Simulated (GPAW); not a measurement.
# Screening of a field by TiSi2P4 monolayer

How does TiSi2P4 monolayer screen a perpendicular field?

Calculated with GPAW 26.7.0; GPAW, PAW setups; layer in a repeated cell with vacuum, relaxation of atoms and in-plane cell, in the first sound run; inputs show where later runs differ.

**1. Starting point**

The cell holds 7 atoms: 4 P, 2 Si and 1 Ti. Cell: a = 3.480 Å, b = 3.480 Å, c = 22.451 Å, α = 90.0°, β = 90.0°, γ = 120.0°. Vacuum lies along c.

**2. Relaxing the atoms**

The atoms are relaxed first, since the surface dipole, and with it the work function, follows the positions of the outer layers.

run.py

```python
import json
import numpy as np
from ase import Atoms
from ase.filters import FrechetCellFilter
from ase.optimize import BFGS
from gpaw import GPAW, PW

slab = Atoms(
    ['P', 'Si', 'P', 'Ti', 'P', 'Si', 'P'],
    positions=[
        [0.00000, 0.00000, 7.00000],
        [-0.00000, 2.00918, 7.64444],
        [-0.00000, 2.00918, 9.75444],
        [0.00000, 0.00000, 11.22525],
        [-0.00000, 2.00918, 12.69607],
        [-0.00000, 2.00918, 14.80607],
        [0.00000, 0.00000, 15.45051]],
    cell=[[3.48, 0.0, 0.0], [-1.74, 3.01377, 0.0], [0.0, 0.0, 22.4505]],
    pbc=[True, True, True])

slab.calc = GPAW(mode=PW(600), xc='PBE', kpts={'size': (9, 9, 1), 'gamma': True},
                 occupations={'name': 'fermi-dirac', 'width': 0.05}, nbands='200%',
                 convergence={'density': 1e-05}, maxiter=200,
                 symmetry={'tolerance': 1e-3}, txt='slab.txt')
result = {}
# The in-plane cell is free; stress needs a cell that repeats along all three vectors
path = []
opt = BFGS(FrechetCellFilter(slab, mask=[1, 1, 0, 0, 0, 1]), maxstep=0.2)
opt.attach(lambda: path.append((slab.get_potential_energy(), slab.positions.tolist(), slab.get_forces().tolist())))
result['relaxed'] = bool(opt.run(fmax=0.02, steps=45))
result['path'] = path
result['cell'] = slab.cell.tolist()
print('in-plane lattice', slab.cell.cellpar().round(4)[[0, 1, 5]])
energy = slab.get_potential_energy()
fermi = slab.calc.get_fermi_level()
v = slab.calc.get_electrostatic_potential().mean((0, 1)) - fermi
n = slab.calc.get_pseudo_density().mean((0, 1))
L = slab.cell[2, 2]
z = np.arange(len(v)) * L / len(v)
low, high = slab.positions[:, 2].min(), slab.positions[:, 2].max()
below, above = np.interp([low - 4.8, high + 4.8], z, v)
slopes = [np.interp(x, z, np.gradient(v, z)) for x in (low - 4.8, high + 4.8)]
eps = np.array([[slab.calc.get_eigenvalues(k, s) for k in range(len(slab.calc.get_ibz_k_points()))]
                for s in range(slab.calc.get_number_of_spins())]) - fermi
top, bottom = eps[eps < 0].max(), eps[eps > 0].min()
dipole = slab.get_dipole_moment()[2]
print(f'energy {energy:.4f} eV, Fermi level {fermi:.4f} eV, dipole {dipole:.5f} e A')
print(f'potential 4.8 A off the faces, from the Fermi level: lower {below:.4f} eV, upper {above:.4f} eV')
print(f'slope of the potential there: lower {slopes[0]:.5f}, upper {slopes[1]:.5f} eV/A')
print(f'nearest levels on the mesh: {top:.4f} and {bottom:.4f} eV')
print('magnetic moment', round(slab.get_magnetic_moment(), 3))
result.update(energy=energy, fermi=fermi, dipole=dipole, below=below, above=above, slopes=slopes, edges=[top, bottom],
              z=z.tolist(), v=v.tolist(), n=n.tolist(), positions=slab.positions.tolist(),
              forces=slab.get_forces(apply_constraint=False).tolist(), moments=slab.get_magnetic_moments().tolist())
json.dump(result, open('result.json', 'w'))
```

Run with:

```sh
OMP_NUM_THREADS=1 OPENBLAS_NUM_THREADS=1 python run.py
```

Output:

```text
Step          Energy          fmax
BFGS:    0      -39.307010        3.740574
BFGS:    1      -39.949179        3.176316
BFGS:    2      -41.048167        0.785607
BFGS:    3      -41.081821        0.752061
BFGS:    4      -41.233006        0.668751
BFGS:    5      -41.270667        0.511227
BFGS:    6      -41.283423        0.280668
BFGS:    7      -41.288985        0.196021
BFGS:    8      -41.292245        0.192714
BFGS:    9      -41.295375        0.174946
BFGS:   10      -41.300559        0.230672
BFGS:   11      -41.306314        0.229030
BFGS:   12      -41.309579        0.118837
BFGS:   13      -41.310335        0.026549
BFGS:   14      -41.310453        0.001406
in-plane lattice [  3.5565   3.5565 120.    ]
energy -41.3076 eV, Fermi level 0.5838 eV, dipole 0.00015 e A
potential 4.8 A off the faces, from the Fermi level: lower 5.5565 eV, upper 5.5561 eV
slope of the potential there: lower 0.00006, upper 0.00017 eV/A
nearest levels on the mesh: -0.0261 and 0.0908 eV
magnetic moment 0.0
```

Wall time 22 min (1 thread of Arm Neoverse V1, shared host); peak memory 0.48 GiB.

Numbers from this step:

```
dipole along the normal                    : 1.52e-4 e·Å
levels nearest the Fermi level on the mesh : -0.02607, 0.09082 eV from the Fermi level
```

The electrostatic potential energy of an electron (without an applied field's), less the Fermi level, planar mean oscillates, so the rows of the table below give means over windows of 1.67 Å about each position, cut where the curve ends. Its maxima inside the range that stand out by 2 % of the span (Å: eV): 7.1: -10.7, 8.8: 2.07, 10.4: -4.77, 12.0: -4.77, 13.7: 2.07, 15.3: -10.7. Its minima: 6.6: -13.9, 7.5: -12.1, 9.8: -11.7, 11.2: -13.1, 12.6: -11.7, 15.0: -12.1, 15.9: -13.9.

Table of electrostatic potential energy of an electron (without an applied field's), less the Fermi level, planar mean by z; means over each step:

```csv
z (Å),"electrostatic potential energy of an electron (without an applied field's), less the Fermi level, planar mean (eV)"
0.83,5.56
2.50,5.56
4.17,5.45
5.84,-2.43
7.51,-8.97
9.18,-3.35
10.86,-8.69
12.52,-6.76
14.20,-3.17
15.86,-9.25
17.54,4.64
19.20,5.55
20.88,5.56
```

Table of pseudo valence density, planar mean by z:

```
z (Å)  pseudo valence density, planar mean (e/Å³)
  3.0                                      7.1e-5
  3.5                                      3.0e-4
  4.0                                     0.00131
  4.5                                     0.00569
  5.0                                      0.0243
  5.5                                      0.0929
  6.0                                       0.234
  6.5                                       0.290
  7.0                                       0.407
  7.5                                       0.262
  8.0                                       0.181
  8.5                                       0.146
  9.0                                       0.185
  9.5                                       0.257
 10.0                                       0.311
 10.5                                       0.390
 11.0                                       0.921
 11.5                                       0.846
 12.0                                       0.380
 12.5                                       0.300
 13.0                                       0.255
 13.5                                       0.176
 14.0                                       0.147
 14.5                                       0.186
 15.0                                       0.280
 15.5                                       0.402
 16.0                                       0.285
 16.5                                       0.222
 17.0                                      0.0812
 17.5                                      0.0209
 18.0                                     0.00494
 18.5                                     0.00115
 19.0                                      2.7e-4
 19.5                                      6.1e-5
```

The relaxation lowered the energy of the cell by 2.00 eV (energies extrapolated to zero smearing; the optimiser's log prints free energies). The largest force left on a free atom is 0.0013 eV/Å.

**3. The slab's potential**

With the geometry fixed, the planar mean of the potential gives the vacuum level on each side.

This step: GPAW, PAW setups; slab in vacuum (GPAW 26.7.0).

The cell differs from the one that the last finished run ended in (c 22.451 → 23.372 Å).

run.py: that of step 2 with these lines changed.

```diff
@@ -3,4 +3,2 @@
 from ase import Atoms
-from ase.filters import FrechetCellFilter
-from ase.optimize import BFGS
 from gpaw import GPAW, PW
@@ -10,25 +8,18 @@
     positions=[
-        [0.00000, 0.00000, 7.00000],
-        [-0.00000, 2.00918, 7.64444],
-        [-0.00000, 2.00918, 9.75444],
-        [0.00000, 0.00000, 11.22525],
-        [-0.00000, 2.00918, 12.69607],
-        [-0.00000, 2.00918, 14.80607],
-        [0.00000, 0.00000, 15.45051]],
-    cell=[[3.48, 0.0, 0.0], [-1.74, 3.01377, 0.0], [0.0, 0.0, 22.4505]],
-    pbc=[True, True, True])
+        [-0.00000, 0.00000, 7.00000],
+        [0.00000, 2.05335, 8.00422],
+        [0.00000, 2.05335, 10.26491],
+        [0.00000, 0.00000, 11.68577],
+        [0.00000, 2.05335, 13.10663],
+        [0.00000, 2.05335, 15.36733],
+        [0.00000, 0.00000, 16.37154]],
+    cell=[[3.5565, -0.0, 0.0], [-1.77825, 3.08002, 0.0], [0.0, 0.0, 23.3715]],
+    pbc=[True, True, False])
 
-slab.calc = GPAW(mode=PW(600), xc='PBE', kpts={'size': (9, 9, 1), 'gamma': True},
+slab.calc = GPAW(mode=PW(400), xc='PBE', kpts={'size': (9, 9, 1), 'gamma': True},
                  occupations={'name': 'fermi-dirac', 'width': 0.05}, nbands='200%',
                  convergence={'density': 1e-05}, maxiter=200,
+                 poissonsolver={'dipolelayer': 'xy'},
                  symmetry={'tolerance': 1e-3}, txt='slab.txt')
 result = {}
-# The in-plane cell is free; stress needs a cell that repeats along all three vectors
-path = []
-opt = BFGS(FrechetCellFilter(slab, mask=[1, 1, 0, 0, 0, 1]), maxstep=0.2)
-opt.attach(lambda: path.append((slab.get_potential_energy(), slab.positions.tolist(), slab.get_forces().tolist())))
-result['relaxed'] = bool(opt.run(fmax=0.02, steps=45))
-result['path'] = path
-result['cell'] = slab.cell.tolist()
-print('in-plane lattice', slab.cell.cellpar().round(4)[[0, 1, 5]])
 energy = slab.get_potential_energy()
```

Output:

```text
energy -41.2437 eV, Fermi level 0.3431 eV, dipole 0.00078 e A
potential 4.8 A off the faces, from the Fermi level: lower 5.5622 eV, upper 5.5494 eV
slope of the potential there: lower -0.00005, upper 0.00005 eV/A
nearest levels on the mesh: -0.0262 and 0.0910 eV
magnetic moment 0.0
```

Wall time 63 s (1 thread); peak memory 0.24 GiB.

Numbers from this step:

- dipole along the normal: 7.79e-4 e·Å
- levels nearest the Fermi level on the mesh: -0.02619, 0.09098 eV from the Fermi level
- upper work function: 5.549 eV
- lower work function: 5.562 eV

Electrostatic potential energy of an electron (without an applied field's), less the Fermi level, planar mean against z:

| z (Å) | electrostatic potential energy of an electron (without an applied field's), less the Fermi level, planar mean (eV) |
| --- | --- |
| 0.0 | 5.56 |
| 0.5 | 5.56 |
| 1.0 | 5.56 |
| 1.5 | 5.56 |
| 2.0 | 5.56 |
| 2.5 | 5.56 |
| 3.0 | 5.56 |
| 3.5 | 5.56 |
| 4.0 | 5.56 |
| 4.5 | 5.53 |
| 5.0 | 5.43 |
| 5.5 | 4.99 |
| 6.0 | 3.14 |
| 6.5 | -3.51 |
| 7.0 | -13.7 |
| 7.5 | -10.8 |
| 8.0 | -12.0 |
| 8.5 | -4.27 |
| 9.0 | 1.58 |
| 9.5 | 0.675 |
| 10.0 | -8.03 |
| 10.5 | -9.56 |
| 11.0 | -4.92 |
| 11.5 | -11.6 |
| 12.0 | -9.59 |
| 12.5 | -4.94 |
| 13.0 | -11.2 |
| 13.5 | -5.24 |
| 14.0 | 1.59 |
| 14.5 | 0.730 |
| 15.0 | -6.70 |
| 15.5 | -12.0 |
| 16.0 | -11.5 |
| 16.5 | -12.1 |
| 17.0 | -1.05 |
| 17.5 | 3.87 |
| 18.0 | 5.16 |
| 18.5 | 5.46 |
| 19.0 | 5.53 |
| 19.5 | 5.54 |
| 20.0 | 5.55 |
| 20.5 | 5.55 |
| 21.0 | 5.55 |
| 21.5 | 5.55 |
| 22.0 | 5.55 |
| 22.5 | 5.55 |
| 23.0 | 5.55 |

The pseudo valence density, planar mean by z:

| z (Å) | pseudo valence density, planar mean (e/Å³) |
| --- | --- |
| 3 | 1.8e-5 |
| 4 | 3.5e-4 |
| 5 | 0.00635 |
| 6 | 0.103 |
| 7 | 0.303 |
| 8 | 0.248 |
| 9 | 0.146 |
| 10 | 0.258 |
| 11 | 0.409 |
| 12 | 0.793 |
| 13 | 0.290 |
| 14 | 0.172 |
| 15 | 0.190 |
| 16 | 0.402 |
| 17 | 0.209 |
| 18 | 0.0187 |
| 19 | 0.00103 |
| 20 | 5.6e-5 |

The potential is flat to 4.8e-5 eV/Å where it is read, so the vacuum is wide enough.

**4. Field on**

A uniform field along the normal polarises the slab; the atoms stay fixed, so this is the electronic response alone.

run.py: that of step 3 with these lines changed.

```diff
@@ -4,2 +4,3 @@
 from gpaw import GPAW, PW
+from gpaw.external import ConstantElectricField
 
@@ -22,2 +23,3 @@
                  poissonsolver={'dipolelayer': 'xy'},
+                 external=ConstantElectricField(-0.2, [0, 0, 1]),
                  symmetry={'tolerance': 1e-3}, txt='slab.txt')
```

Output:

```text
energy -41.2574 eV, Fermi level 0.3420 eV, dipole -0.13707 e A
potential 4.8 A off the faces, from the Fermi level: lower 4.4261 eV, upper 6.6904 eV
slope of the potential there: lower -0.00001, upper 0.00011 eV/A
nearest levels on the mesh: -0.0261 and 0.0909 eV
magnetic moment 0.0
```

It took 4.8 min on 1 thread; peak memory 0.4 GiB.

This step gave:

```
dipole along the normal                                         : -0.1371 e·Å
levels nearest the Fermi level on the mesh                      : -0.02614, 0.09093 eV from the Fermi level
potential below the slab, the applied field's own ramp left out : 4.426 eV from the Fermi level
potential above the slab, the applied field's own ramp left out : 6.690 eV from the Fermi level
```

The electrostatic potential energy of an electron (without an applied field's), less the Fermi level, planar mean oscillates, so the rows of the table below give means over windows of 1.68 Å about each position, cut where the curve ends. Its maxima inside the range that stand out by 2 % of the span (Å: eV): 7.6: -11.5, 9.2: 1.61, 10.9: -4.87, 12.4: -4.58, 14.2: 2.57, 15.8: -9.94, 21.9: 6.69. Its minima: 7.0: -14.8, 7.9: -12.8, 10.3: -12.0, 11.7: -13.1, 13.1: -11.4, 15.5: -11.4, 16.3: -13.0.

The electrostatic potential energy of an electron (without an applied field's), less the Fermi level, planar mean by z; means over each step:

z (Å), electrostatic potential energy of an electron (without an applied field's), less the Fermi level, planar mean (eV) and a bar from the least value:
```
     0.84        4.6 ###########################
     2.52        4.4 ##########################
     4.20        4.4 ##########################
     5.88        1.0 #####################
     7.56      -12.1 
     9.24       -1.9 ################
    10.92       -9.0 #####
    12.60       -8.3 ######
    14.28       -0.9 ##################
    15.96      -10.5 ###
    17.64        4.2 ##########################
    19.32        6.7 ##############################
    21.00        6.7 ##############################
    22.68        6.6 ##############################
```

The dipole is now -0.137 e Å, against 7.8e-4 in the run without a field.

**5. Field on**

run.py: that of step 4 with these lines changed.

```diff
@@ -23,3 +23,3 @@
                  poissonsolver={'dipolelayer': 'xy'},
-                 external=ConstantElectricField(-0.2, [0, 0, 1]),
+                 external=ConstantElectricField(-0.1, [0, 0, 1]),
                  symmetry={'tolerance': 1e-3}, txt='slab.txt')
```

Output:

```text
energy -41.2471 eV, Fermi level 0.3428 eV, dipole -0.06853 e A
potential 4.8 A off the faces, from the Fermi level: lower 4.9904 eV, upper 6.1225 eV
slope of the potential there: lower -0.00003, upper 0.00007 eV/A
nearest levels on the mesh: -0.0262 and 0.0910 eV
magnetic moment 0.0
```

Run time: 4.8 min. Hardware: 1 thread; peak memory 0.4 GiB.

This step gave:

```
dipole along the normal                                         : -0.06853 e·Å
levels nearest the Fermi level on the mesh                      : -0.02619, 0.09096 eV from the Fermi level
potential below the slab, the applied field's own ramp left out : 4.990 eV from the Fermi level
potential above the slab, the applied field's own ramp left out : 6.122 eV from the Fermi level
```

The electrostatic potential energy of an electron (without an applied field's), less the Fermi level, planar mean oscillates, so the rows of the table below give means over windows of 1.62 Å about each position, cut where the curve ends. Its maxima inside the range that stand out by 2 % of the span (Å: eV): 7.6: -11.1, 9.2: 1.85, 10.9: -4.80, 12.4: -4.65, 14.2: 2.33, 15.8: -10.3. Its minima: 7.0: -14.4, 7.9: -12.5, 10.3: -11.8, 11.7: -13.1, 13.1: -11.5, 15.5: -11.7, 16.3: -13.5.

The electrostatic potential energy of an electron (without an applied field's), less the Fermi level, planar mean by z; means over each step:

z (Å), electrostatic potential energy of an electron (without an applied field's), less the Fermi level, planar mean (eV) and a bar from the least value:
```
     0.81        5.1 ############################
     2.43        5.0 ############################
     4.05        5.0 ############################
     5.67        3.0 #########################
     7.29      -11.4 
     8.91       -2.0 ################
    10.53       -7.6 #######
    12.15       -8.8 #####
    13.77       -2.8 ###############
    15.39       -8.6 #####
    17.01       -2.5 ###############
    18.63        6.0 ##############################
    20.25        6.1 ##############################
    21.87        6.1 ##############################
```

The dipole is now -0.0685 e Å, against 7.8e-4 in the run without a field.

**6. Field on**

run.py: that of step 5 with these lines changed.

```diff
@@ -23,3 +23,3 @@
                  poissonsolver={'dipolelayer': 'xy'},
-                 external=ConstantElectricField(-0.1, [0, 0, 1]),
+                 external=ConstantElectricField(-0.05, [0, 0, 1]),
                  symmetry={'tolerance': 1e-3}, txt='slab.txt')
```

Output:

```text
energy -41.2446 eV, Fermi level 0.3430 eV, dipole -0.03426 e A
potential 4.8 A off the faces, from the Fermi level: lower 5.2730 eV, upper 5.8389 eV
slope of the potential there: lower -0.00004, upper 0.00006 eV/A
nearest levels on the mesh: -0.0262 and 0.0910 eV
magnetic moment 0.0
```

Run time: 5.2 min. Hardware: 1 thread; peak memory 0.4 GiB.

The electrostatic potential energy of an electron (without an applied field's), less the Fermi level, planar mean oscillates, so the rows of the table below give means over windows of 1.62 Å about each position, cut where the curve ends. Its maxima inside the range that stand out by 2 % of the span (Å: eV): 7.6: -10.9, 9.2: 1.97, 10.9: -4.76, 12.4: -4.69, 14.2: 2.21, 15.8: -10.5. Its minima: 7.0: -14.2, 7.9: -12.3, 10.3: -11.7, 11.7: -13.1, 13.1: -11.6, 15.5: -11.9, 16.3: -13.7.

The electrostatic potential energy of an electron (without an applied field's), less the Fermi level, planar mean by z; means over each step:

```csv
z (Å),"electrostatic potential energy of an electron (without an applied field's), less the Fermi level, planar mean (eV)"
0.81,5.31
2.43,5.27
4.05,5.26
5.67,3.31
7.29,-11.2
8.91,-1.91
10.53,-7.52
12.15,-8.79
13.77,-2.92
15.39,-8.81
17.01,-2.76
18.63,5.70
20.25,5.84
21.87,5.84
```

(Continued in part 2 of 2.)

[Logs are printed without paths, hosts, clocks, repeated set-up lines and the standing remarks that a program may print on its own settings, such as how far it seeks lower states.]

[Hosts, paths, dates, database ids (printed as entryN), source tags and the programs' standing remarks are cut or masked in the printed files.]
